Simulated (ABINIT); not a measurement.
# Quasiparticle gap of Ta2O5 (P2/m) in ABINIT, part 2 of 3

How does a plane-wave GW calculation on Ta2O5 (P2/m) run from the first input to the gap?

ABINIT 10.8.3; PBEsol and many-body steps on it, plane waves. Known limits of the many-body steps: not at the basis limit; no spin-orbit coupling; coarse k mesh.

So far. Step 2 (Ground state): The gap is indirect, with the least direct gap 0.67 eV higher.

### Step 3. Bands along the symmetry lines

Level of this step: DFT, PBEsol, plane waves, norm-conserving pseudopotentials (ABINIT).

Levels along a band path, at the cheap level, show where the edges lie and whether the meshes to come will hold them.

run.abi reads:

```
acell 3*1.0 Angstrom
rprim 
  3.841408013900 0.000000000000 -0.000000000000
  0.000000000000 3.862715750000 0.000000000000
  -1.818942144500 0.000000000000 6.528959420100
ntypat 2
znucl 73 8
natom 7
typat 1 1 2 2 2 2 2
xred 
  0.649530730000 0.000000000000 0.791314530000
  0.350469270000 0.000000000000 0.208685470000
  0.662124300000 0.500000000000 0.798329290000
  0.337875700000 0.500000000000 0.201670710000
  0.189760570000 0.000000000000 0.870621250000
  0.810239430000 0.000000000000 0.129378750000
  0.500000000000 0.000000000000 0.500000000000
pp_dirpath "pseudos"
pseudos "Ta.upf, O.upf"
ecut 36
iscf -2
irdden 1
kptopt 0
nkpt 41
kpt 
  0.00000000 0.00000000 0.00000000
  0.00000000 0.12500000 0.00000000
  0.00000000 0.25000000 0.00000000
  0.00000000 0.37500000 0.00000000
  0.00000000 0.50000000 0.00000000
  0.00000000 0.50000000 0.12500000
  0.00000000 0.50000000 0.25000000
  0.00000000 0.50000000 0.37500000
  0.00000000 0.50000000 0.50000000
  0.00000000 0.37500000 0.50000000
  0.00000000 0.25000000 0.50000000
  0.00000000 0.12500000 0.50000000
  0.00000000 0.00000000 0.50000000
  0.00000000 0.00000000 0.37500000
  0.00000000 0.00000000 0.25000000
  0.00000000 0.00000000 0.12500000
  0.00000000 0.00000000 0.00000000
  -0.12500000 0.00000000 0.12500000
  -0.25000000 0.00000000 0.25000000
  -0.37500000 0.00000000 0.37500000
  -0.50000000 0.00000000 0.50000000
  -0.50000000 0.12500000 0.50000000
  -0.50000000 0.25000000 0.50000000
  -0.50000000 0.37500000 0.50000000
  -0.50000000 0.50000000 0.50000000
  -0.37500000 0.50000000 0.37500000
  -0.25000000 0.50000000 0.25000000
  -0.12500000 0.50000000 0.12500000
  0.00000000 0.50000000 0.00000000
  -0.12500000 0.50000000 0.00000000
  -0.25000000 0.50000000 0.00000000
  -0.37500000 0.50000000 0.00000000
  -0.50000000 0.50000000 0.00000000
  -0.50000000 0.37500000 0.00000000
  -0.50000000 0.25000000 0.00000000
  -0.50000000 0.12500000 0.00000000
  -0.50000000 0.00000000 0.00000000
  -0.37500000 0.00000000 0.00000000
  -0.25000000 0.00000000 0.00000000
  -0.12500000 0.00000000 0.00000000
  0.00000000 0.00000000 0.00000000
istwfk *1
nband 40
nbdbuf 7
tolwfr 1e-07
nstep 50
prtwf 0
prtvol 0
indata_prefix "in"
outdata_prefix "out"
tmpdata_prefix "tmp"
```

Started as:

```sh
> OMP_NUM_THREADS=1 mpirun -n 4 abinit run.abi > log
```

Numbers of over 12 decimals in the logs are rounded to 6 here.

What it wrote:

```text
.Version 10.8.3 of ABINIT. v10.8.2 released Aug 2026.

 Symmetries : space group P2/m (# 10); Bravais mP (primitive monocl.)
[... echo of the input left out ...]
== DATASET  1 ==================================================================
-   mpi_nproc: 4, omp_nthreads: 1 (-1 if OMP is not activated)

--- !DatasetInfo
iteration_state: {dtset: 1, }
dimensions: {natom: 7, nkpt: 41, mband: 40, nsppol: 1, nspinor: 1, nspden: 1, mpw: 6772, }
cutoff_energies: {ecut:  36.0, pawecutdg:  -1.0, }
electrons: {nelect:   5.60000000E+01, charge:   0.00000000E+00, occopt:   1.00000000E+00, tsmear:   1.00000000E-02, }

 Real(R)+Recip(G) space primitive vectors, cartesian coordinates (Bohr,Bohr^-1):
 R(1)=  7.2592091  0.0000000  0.0000000  G(1)=  0.1377561  0.0000000  0.0383783
 R(2)=  0.0000000  7.2994749  0.0000000  G(2)=  0.0000000  0.1369962  0.0000000
 R(3)= -3.4373025  0.0000000 12.3379452  G(3)=  0.0000000  0.0000000  0.0810508
 Unit cell volume ucvol=  6.5376815E+02 bohr^3
 Angles (23,13,12)=  9.00000000E+01  1.05567626E+02  9.00000000E+01 degrees

 getcut: wavevector=  0.0000  0.0000  0.0000  ngfft=  40  40  72
         ecut(hartree)=     36.000   => boxcut(ratio)=   2.02886

--- Pseudopotential description ------------------------------------------------
- Ta Generated using ONCVPSP code by D. R. Hamann
- 73.00000  13.00000  180301                  znucl, zion, pspdat
12 -116133 3 -1 1432                          pspcod,pspxc,lmax,lloc,mmax
     nproj     2     2     2     2
  pspatm : epsatm=   21.70780620
         --- l  ekb(1:nproj) -->
             0   11.480337    1.447149
             1    5.630373    0.817168
             2    1.844704    0.232364
[...]
pspatm: atomic psp has been read  and splines computed

- O Generated using ONCVPSP code by D. R. Hamann
-  8.00000   6.00000  180301                  znucl, zion, pspdat
12 -116133 2 -1 936                           pspcod,pspxc,lmax,lloc,mmax
     nproj     2     2     1     0
  pspatm : epsatm=    6.22910120
         --- l  ekb(1:nproj) -->
[...]
2   -1.335834
 pspatm: atomic psp has been read  and splines computed

--------------------------------------------------------------------------------

================================================================================
 prteigrs : about to open file out_EIG
 Non-SCF case, kpt    1 (  0.00000  0.00000  0.00000), residuals and eigenvalues=
  3.69E-08  3.08E-08  1.61E-08  8.85E-08  6.42E-08  2.35E-08  8.03E-08  4.97E-08
  2.13E-08  6.85E-08  3.22E-08  8.18E-08  4.20E-08  3.31E-08  4.40E-08  5.02E-08
  3.05E-08  2.42E-08  3.76E-08  6.30E-08  8.69E-08  7.25E-08  3.75E-08  3.85E-08
[...]
-2.3514E+00 -2.3511E+00 -1.1304E+00 -1.1236E+00 -1.1215E+00 -1.1213E+00
 -1.1175E+00 -1.1168E+00 -5.3521E-01 -5.0528E-01 -4.8193E-01 -4.7931E-01
[...]
Non-SCF case, kpt   40 ( -0.12500  0.00000  0.00000), residuals and eigenvalues=
[...]
Non-SCF case, kpt   41 (  0.00000  0.00000  0.00000), residuals and eigenvalues=
[...]
1.0381E-01  1.0857E-01  1.1491E-01  1.1628E-01  2.2133E-01  2.3590E-01
  2.4153E-01  2.9741E-01  2.9965E-01  3.3315E-01  3.5448E-01  4.0743E-01
[...]
--- !ResultsGS
iteration_state: {dtset: 1, }
comment   : Summary of ground state results
lattice_vectors:
- [  7.2592091,   0.0000000,  -0.0000000, ]
- [  0.0000000,   7.2994749,   0.0000000, ]
- [ -3.4373025,   0.0000000,  12.3379452, ]
lattice_lengths: [   7.25921,    7.29947,   12.80781, ]
lattice_angles: [ 90.000, 105.568,  90.000, ] # degrees, (23, 13, 12)
lattice_volume:   6.5376815E+02
convergence: {deltae:  0.000E+00, res2:  0.000E+00, residm:  9.971E-08, diffor:  0.000E+00, }
etotal    :  -2.12925937E+02
entropy   :   0.00000000E+00
fermie    :   1.39275059E-01
cartesian_stress_tensor: null
pressure_GPa: null
xred      :
- [  6.4953E-01,   0.0000E+00,   7.9131E-01, Ta]
- [  3.5047E-01,   0.0000E+00,   2.0869E-01, Ta]
- [  6.6212E-01,   5.0000E-01,   7.9833E-01,  O]
- [  3.3788E-01,   5.0000E-01,   2.0167E-01,  O]
- [  1.8976E-01,   0.0000E+00,   8.7062E-01,  O]
- [  8.1024E-01,   0.0000E+00,   1.2938E-01,  O]
- [  5.0000E-01,   0.0000E+00,   5.0000E-01,  O]
cartesian_forces: null
force_length_stats: {min: null, max: null, mean: null, }

 Integrated electronic density in atomic spheres:
 ------------------------------------------------
 Atom  Sphere_radius  Integrated_density
[...]
================================================================================

 ----iterations are completed or convergence reached----

 Mean square residual over all n,k,spin=   52.193E-09; max=  99.708E-09
 reduced coordinates (array xred) for    7 atoms
[...]
0.810239430000      0.000000000000      0.129378750000
       0.500000000000      0.000000000000      0.500000000000

 cartesian coordinates (angstrom) at end:
[...]
6      2.877128     0.000000     0.844709
    7      1.011233     0.000000     3.264480
 length scales=  1.889726125908  1.889726125908  1.889726125908 bohr
              =  1.000000000000  1.000000000000  1.000000000000 angstroms
 prteigrs : about to open file out_EIG
 Eigenvalues (hartree) for nkpt=  41  k points:
 kpt#   1, nband= 40, wtk=  1.00000, kpt=  0.0000  0.0000  0.0000 (reduced coord)
[...]
kpt#   2, nband= 40, wtk=  1.00000, kpt=  0.0000  0.1250  0.0000 (reduced coord)
[...]
kpt#   3, nband= 40, wtk=  1.00000, kpt=  0.0000  0.2500  0.0000 (reduced coord)
[...]
kpt#  40, nband= 40, wtk=  1.00000, kpt= -0.1250  0.0000  0.0000 (reduced coord)
[...]
kpt#  41, nband= 40, wtk=  1.00000, kpt=  0.0000  0.0000  0.0000 (reduced coord)
[...]
0.10381    0.10857    0.11491    0.11628    0.22133    0.23590    0.24153    0.29741
   0.29965    0.33315    0.35448    0.40743    0.41341    0.43672    0.44590    0.51959

== END DATASET(S) ==============================================================
================================================================================

 -outvars: echo values of variables after computation  --------
            nband          40
             nkpt          41
          spgroup          10
 [... the other variables as echoed above ...]

 Calculation completed.
```

Wall time 50 s (4 MPI ranks of Arm Neoverse V2, shared host); peak memory 0.45 GiB.

This step gave:

```yaml
gap: 2.192 eV
k_of_the_valence_top: -0.5, 0.5, 0.5
k_of_the_conduction_bottom: 0, 0, 0.5
least_direct_gap: 2.859 eV
```

The gap is 2.192 eV, as in the run before at this level.

Electronic bands along the path, in eV, zero at the top of the highest filled band:

| point | band 25 | band 26 | band 27 | band 28 | band 29 | band 30 | band 31 | band 32 |
| --- | --- | --- | --- | --- | --- | --- | --- | --- |
| Γ | -0.97 | -0.84 | -0.66 | -0.63 | 2.23 | 2.63 | 2.78 | 4.30 |
| halfway | -1.92 | -1.50 | -1.40 | -0.66 | 3.84 | 4.24 | 4.31 | 4.41 |
| Z | -2.41 | -1.86 | -1.67 | -0.31 | 4.32 | 5.47 | 5.67 | 5.73 |
| halfway | -1.98 | -1.87 | -1.57 | -0.32 | 4.24 | 5.45 | 5.59 | 5.68 |
| D | -2.28 | -1.79 | -1.35 | -0.33 | 4.15 | 5.42 | 5.51 | 5.70 |
| halfway | -1.71 | -1.62 | -1.18 | -0.49 | 3.91 | 3.99 | 4.06 | 4.43 |
| B | -0.96 | -0.90 | -0.83 | -0.80 | 2.19 | 2.67 | 2.75 | 4.16 |
| halfway | -0.96 | -0.94 | -0.74 | -0.69 | 2.21 | 2.65 | 2.76 | 4.23 |
| Γ | -0.97 | -0.84 | -0.66 | -0.63 | 2.23 | 2.63 | 2.78 | 4.30 |
| halfway | -1.24 | -0.94 | -0.94 | -0.72 | 2.62 | 3.08 | 3.33 | 3.53 |
| A | -1.28 | -1.13 | -0.95 | -0.77 | 2.52 | 3.08 | 3.91 | 4.63 |
| halfway | -1.68 | -0.69 | -0.55 | -0.54 | 3.12 | 4.10 | 4.95 | 4.99 |
| E | -2.01 | -0.71 | -0.12 | 0.00 | 3.16 | 5.02 | 5.56 | 6.18 |
| halfway | -1.86 | -1.16 | -0.60 | -0.18 | 3.17 | 4.93 | 5.61 | 5.85 |
| Z | -2.41 | -1.86 | -1.67 | -0.31 | 4.32 | 5.47 | 5.67 | 5.73 |
| halfway | -1.84 | -1.10 | -0.60 | -0.18 | 3.19 | 4.91 | 5.62 | 5.85 |
| C2 | -1.99 | -0.61 | -0.12 | -0.03 | 3.22 | 4.96 | 5.59 | 6.17 |
| halfway | -1.71 | -0.62 | -0.56 | -0.54 | 3.18 | 4.12 | 4.92 | 4.98 |
| Y2 | -1.25 | -1.18 | -0.96 | -0.78 | 2.49 | 3.15 | 4.04 | 4.62 |
| halfway | -1.24 | -0.96 | -0.92 | -0.73 | 2.60 | 3.10 | 3.39 | 3.54 |
| Γ | -0.97 | -0.84 | -0.66 | -0.63 | 2.23 | 2.63 | 2.78 | 4.30 |

### Step 4. Empty states on the mesh, 4×4×2 mesh, 347 bands

The sums over transitions need many empty states on a uniform mesh; this step solves for them.

run.abi reads:

```
acell 3*1.0 Angstrom
rprim 
  3.841408013900 0.000000000000 -0.000000000000
  0.000000000000 3.862715750000 0.000000000000
  -1.818942144500 0.000000000000 6.528959420100
ntypat 2
znucl 73 8
natom 7
typat 1 1 2 2 2 2 2
xred 
  0.649530730000 0.000000000000 0.791314530000
  0.350469270000 0.000000000000 0.208685470000
  0.662124300000 0.500000000000 0.798329290000
  0.337875700000 0.500000000000 0.201670710000
  0.189760570000 0.000000000000 0.870621250000
  0.810239430000 0.000000000000 0.129378750000
  0.500000000000 0.000000000000 0.500000000000
pp_dirpath "pseudos"
pseudos "Ta.upf, O.upf"
ecut 36
ngkpt 4 4 2
nshiftk 1
shiftk 0 0 0
kptopt 1
chksymbreak 0
iscf -2
irdden 1
istwfk *1
nband 347
nbdbuf 30
tolwfr 1e-09
nstep 60
prtvol 0
indata_prefix "in"
outdata_prefix "out"
tmpdata_prefix "tmp"
```

What it wrote:

```text
.Version 10.8.3 of ABINIT. v10.8.2 released Aug 2026.

 Symmetries : space group P2/m (# 10); Bravais mP (primitive monocl.)
[... echo of the input left out ...]
== DATASET  1 ==================================================================
-   mpi_nproc: 4, omp_nthreads: 1 (-1 if OMP is not activated)

--- !DatasetInfo
iteration_state: {dtset: 1, }
dimensions: {natom: 7, nkpt: 18, mband: 347, nsppol: 1, nspinor: 1, nspden: 1, mpw: 6772, }
cutoff_energies: {ecut:  36.0, pawecutdg:  -1.0, }
electrons: {nelect:   5.60000000E+01, charge:   0.00000000E+00, occopt:   1.00000000E+00, tsmear:   1.00000000E-02, }

 Real(R)+Recip(G) space primitive vectors, cartesian coordinates (Bohr,Bohr^-1):
 R(1)=  7.2592091  0.0000000  0.0000000  G(1)=  0.1377561  0.0000000  0.0383783
 R(2)=  0.0000000  7.2994749  0.0000000  G(2)=  0.0000000  0.1369962  0.0000000
 R(3)= -3.4373025  0.0000000 12.3379452  G(3)=  0.0000000  0.0000000  0.0810508
 Unit cell volume ucvol=  6.5376815E+02 bohr^3
 Angles (23,13,12)=  9.00000000E+01  1.05567626E+02  9.00000000E+01 degrees

 getcut: wavevector=  0.0000  0.0000  0.0000  ngfft=  40  40  72
         ecut(hartree)=     36.000   => boxcut(ratio)=   2.02886

--- Pseudopotential description ------------------------------------------------
- Ta Generated using ONCVPSP code by D. R. Hamann
- 73.00000  13.00000  180301                  znucl, zion, pspdat
12 -116133 3 -1 1432                          pspcod,pspxc,lmax,lloc,mmax
     nproj     2     2     2     2
  pspatm : epsatm=   21.70780620
         --- l  ekb(1:nproj) -->
             0   11.480337    1.447149
             1    5.630373    0.817168
             2    1.844704    0.232364
[...]
pspatm: atomic psp has been read  and splines computed

- O Generated using ONCVPSP code by D. R. Hamann
-  8.00000   6.00000  180301                  znucl, zion, pspdat
12 -116133 2 -1 936                           pspcod,pspxc,lmax,lloc,mmax
     nproj     2     2     1     0
  pspatm : epsatm=    6.22910120
         --- l  ekb(1:nproj) -->
[...]
2   -1.335834
 pspatm: atomic psp has been read  and splines computed

--------------------------------------------------------------------------------

================================================================================
 prteigrs : about to open file out_EIG
 Non-SCF case, kpt    1 (  0.00000  0.00000  0.00000), residuals and eigenvalues=
  1.29E-10  8.76E-11  1.87E-10  2.09E-10  2.01E-10  1.46E-10  1.65E-10  1.72E-10
  3.87E-11  3.92E-11  6.81E-11  3.19E-11  4.11E-11  1.12E-10  1.08E-10  1.53E-10
  1.52E-10  1.92E-10  1.28E-10  3.30E-10  2.29E-10  2.26E-10  1.57E-10  2.00E-10
[...]
-2.3514E+00 -2.3511E+00 -1.1304E+00 -1.1236E+00 -1.1215E+00 -1.1213E+00
 -1.1175E+00 -1.1168E+00 -5.3521E-01 -5.0528E-01 -4.8193E-01 -4.7931E-01
 -4.7894E-01 -4.7753E-02 -4.6985E-02 -4.4128E-02  1.8582E-02  2.1556E-02
[...]
4.3846E+00  4.3927E+00  4.4034E+00  4.4085E+00  4.4168E+00  4.4231E+00
  4.4252E+00  4.4282E+00  4.4482E+00  4.4510E+00  4.4525E+00  4.4631E+00
  4.4727E+00  4.4780E+00  4.4946E+00  4.4988E+00  4.5100E+00
 prteigrs : prtvol=0 or 1, do not print more k-points.

--- !ResultsGS
iteration_state: {dtset: 1, }
comment   : Summary of ground state results
lattice_vectors:
- [  7.2592091,   0.0000000,  -0.0000000, ]
- [  0.0000000,   7.2994749,   0.0000000, ]
- [ -3.4373025,   0.0000000,  12.3379452, ]
lattice_lengths: [   7.25921,    7.29947,   12.80781, ]
lattice_angles: [ 90.000, 105.568,  90.000, ] # degrees, (23, 13, 12)
lattice_volume:   6.5376815E+02
convergence: {deltae:  0.000E+00, res2:  0.000E+00, residm:  9.973E-10, diffor:  0.000E+00, }
etotal    :  -2.12925937E+02
entropy   :   0.00000000E+00
fermie    :   1.39275059E-01
cartesian_stress_tensor: null
pressure_GPa: null
xred      :
- [  6.4953E-01,   0.0000E+00,   7.9131E-01, Ta]
- [  3.5047E-01,   0.0000E+00,   2.0869E-01, Ta]
- [  6.6212E-01,   5.0000E-01,   7.9833E-01,  O]
- [  3.3788E-01,   5.0000E-01,   2.0167E-01,  O]
- [  1.8976E-01,   0.0000E+00,   8.7062E-01,  O]
- [  8.1024E-01,   0.0000E+00,   1.2938E-01,  O]
- [  5.0000E-01,   0.0000E+00,   5.0000E-01,  O]
cartesian_forces: null
force_length_stats: {min: null, max: null, mean: null, }

 Integrated electronic density in atomic spheres:
 ------------------------------------------------
 Atom  Sphere_radius  Integrated_density
[...]
================================================================================

 ----iterations are completed or convergence reached----

 Mean square residual over all n,k,spin=   34.265E-11; max=  99.733E-11
 reduced coordinates (array xred) for    7 atoms
[...]
0.500000000000      0.000000000000      0.500000000000

 cartesian coordinates (angstrom) at end:
    1      1.055757     0.000000     5.166460
    2      0.966709     0.000000     1.362499
    3      1.091375     1.931358     5.212260
    4      0.931091     1.931358     1.316700
    5     -0.854662     0.000000     5.684251
    6      2.877128     0.000000     0.844709
    7      1.011233     0.000000     3.264480
 length scales=  1.889726125908  1.889726125908  1.889726125908 bohr
              =  1.000000000000  1.000000000000  1.000000000000 angstroms
 prteigrs : about to open file out_EIG
 Eigenvalues (hartree) for nkpt=  18  k points:
 kpt#   1, nband=347, wtk=  0.03125, kpt=  0.0000  0.0000  0.0000 (reduced coord)
[...]
4.37473    4.38172    4.38463    4.39268    4.40339    4.40849    4.41680    4.42310
   4.42519    4.42818    4.44821    4.45104    4.45253    4.46313    4.47271    4.47799
   4.49455    4.49881    4.51003
 prteigrs : prtvol=0 or 1, do not print more k-points.

== END DATASET(S) ==============================================================
================================================================================

 -outvars: echo values of variables after computation  --------
            nband         347
             nkpt          18
          spgroup          10
 [... the other variables as echoed above ...]

 Calculation completed.
```

It took 9.9 min on 4 MPI ranks; peak memory 1 GiB; 40 min of CPU time.

This step gave:

```yaml
gap: 2.192 eV
k_of_the_valence_top: 0.5, 0.5, 0.5
k_of_the_conduction_bottom: 0, 0, 0.5
least_direct_gap: 2.859 eV
k_points_computed: 18
lowest_point_of_the_top_converged_band_above_the_valence_top: 111.7270 eV
```

On this mesh the gap is 2.192 eV.

### Step 5. Screening, 4×4×2 mesh, 317 bands, screening to 149.7 eV

The RPA dielectric matrix is built and inverted for each q.

This step: RPA screening on PBEsol, plane waves, norm-conserving pseudopotentials.

run.abi: that of step 4 with these lines changed.

```diff
@@ -25,10 +25,11 @@
 chksymbreak 0
-iscf -2
-irdden 1
 istwfk *1
-nband 347
-nbdbuf 30
-tolwfr 1e-09
-nstep 60
-prtvol 0
+occopt 1
+irdwfk 1
+optdriver 3
+nband 317
+ecuteps 5.5
+inclvkb 2
+awtr 1
+symchi 1
 indata_prefix "in"
```

What it wrote:

```text
.Version 10.8.3 of ABINIT. v10.8.2 released Aug 2026.

 Symmetries : space group P2/m (# 10); Bravais mP (primitive monocl.)
[... echo of the input left out ...]
== DATASET  1 ==================================================================
-   mpi_nproc: 4, omp_nthreads: 1 (-1 if OMP is not activated)

--- !DatasetInfo
iteration_state: {dtset: 1, }
dimensions: {natom: 7, nkpt: 18, mband: 317, nsppol: 1, nspinor: 1, nspden: 1, mpw: 6772, }
cutoff_energies: {ecut:  36.0, pawecutdg:  -1.0, }
electrons: {nelect:   5.60000000E+01, charge:   0.00000000E+00, occopt:   1.00000000E+00, tsmear:   1.00000000E-02, }

 SCREENING: Calculation of the susceptibility and dielectric matrices

 Based on a program developped by R.W. Godby, V. Olevano, G. Onida, and L. Reining.
 Incorporated in ABINIT by V. Olevano, G.-M. Rignanese, and M. Torrent.
.Using double precision arithmetic ; gwpc =  8

[... cell and pseudopotentials left out ...]
--------------------------------------------------------------------------------

 ==== K-mesh for the wavefunctions ====
 Number of points in the irreducible wedge :    18
[... list of points left out ...]
 Together with  4 symmetry operations and time-reversal symmetry
 yields    32 points in the full Brillouin Zone.

 ==== Q-mesh for the screening function ====
 Number of points in the irreducible wedge :    18
[... list of points left out ...]
 Together with  4 symmetry operations and time-reversal symmetry
 yields    32 points in the full Brillouin Zone.

 setmesh: FFT mesh size selected  =    27x   27x   48
          total number of points  =        34992

 vcoul_init : cutoff-mode = AUXILIARY_FUNCTION
 q-points for optical limit:   1
     1)      0.000010    0.000020    0.000030

- screening: taking advantage of time-reversal symmetry
- Maximum band index for partially occupied states nbvw = 28
- Remaining bands to be divided among processors   nbcw = 289
- Number of bands treated by each node ~72

 Number of electrons calculated from density =   56.0000; Expected =   56.0000
 average of density, n =  0.085657
 r_s =    1.4073
 omega_plasma =   28.2317 [eV]

 calculating chi0 at frequencies [eV] :
  1    0.000000E+00    0.000000E+00
  2    0.000000E+00    2.823175E+01

--------------------------------------------------------------------------------
  q-point number  1        q = ( 0.000000, 0.000000, 0.000000) [r.l.u.]
--------------------------------------------------------------------------------
[... chi0 elements left out ...]
 For q-point:  0.000010 0.000020 0.000030
  dielectric constant =   5.7468
  dielectric constant without local fields =   6.1129

  Average fulfillment of the sum rule on Im[epsilon] for q-point    1 :     85.14  [%]
[... wings left out ...]
  q-point number  2        q = ( 0.250000, 0.000000, 0.000000) [r.l.u.]
--------------------------------------------------------------------------------
[... chi0 elements left out ...]
  Average fulfillment of the sum rule on Im[epsilon] for q-point    2 :     89.88  [%]

 [... 16 further q-points ...]
```

Wall time 13 min (4 MPI ranks); peak memory 5.2 GiB.

This step gave:

```yaml
eps_infinity_with_local_fields_on_this_mesh_along_the_program_s_q_direction: 5.747
the_same_without_local_fields: 6.113
plasma_frequency: 28.23 eV
plane_waves_in_the_screening_matrix: 409
```

Local fields lower ε∞ by 6 %. On a Γ-centred mesh this coarse the value itself is usually too large, while a short band sum pulls it down.

(Continued in part 3 of 3.)

[Paths, hosts, dates, memory and timing lines, banners, echoed tables and standing remarks are left out of the program output.]

[Logs are printed without paths, hosts, clocks, repeated set-up lines and the standing remarks that a program may print on its own settings, such as how far it seeks lower states.]

[Runs of the session that timed out or met a known fault of the program may be left out.]

[Hosts, paths, dates, database ids (printed as entryN), source tags and the programs' standing remarks are cut or masked in the printed files.]

[G0W0 gaps are taken among the corrected bands and points alone; a level outside them can change the order at an edge.]

[Where Ansatz stands beside ABINIT at settings called matched, ABINIT's density can come from a denser mesh and the files from another edition; pairs whose starting gaps differed by over 0.03 eV were left out, so agreement reads better than it is.]
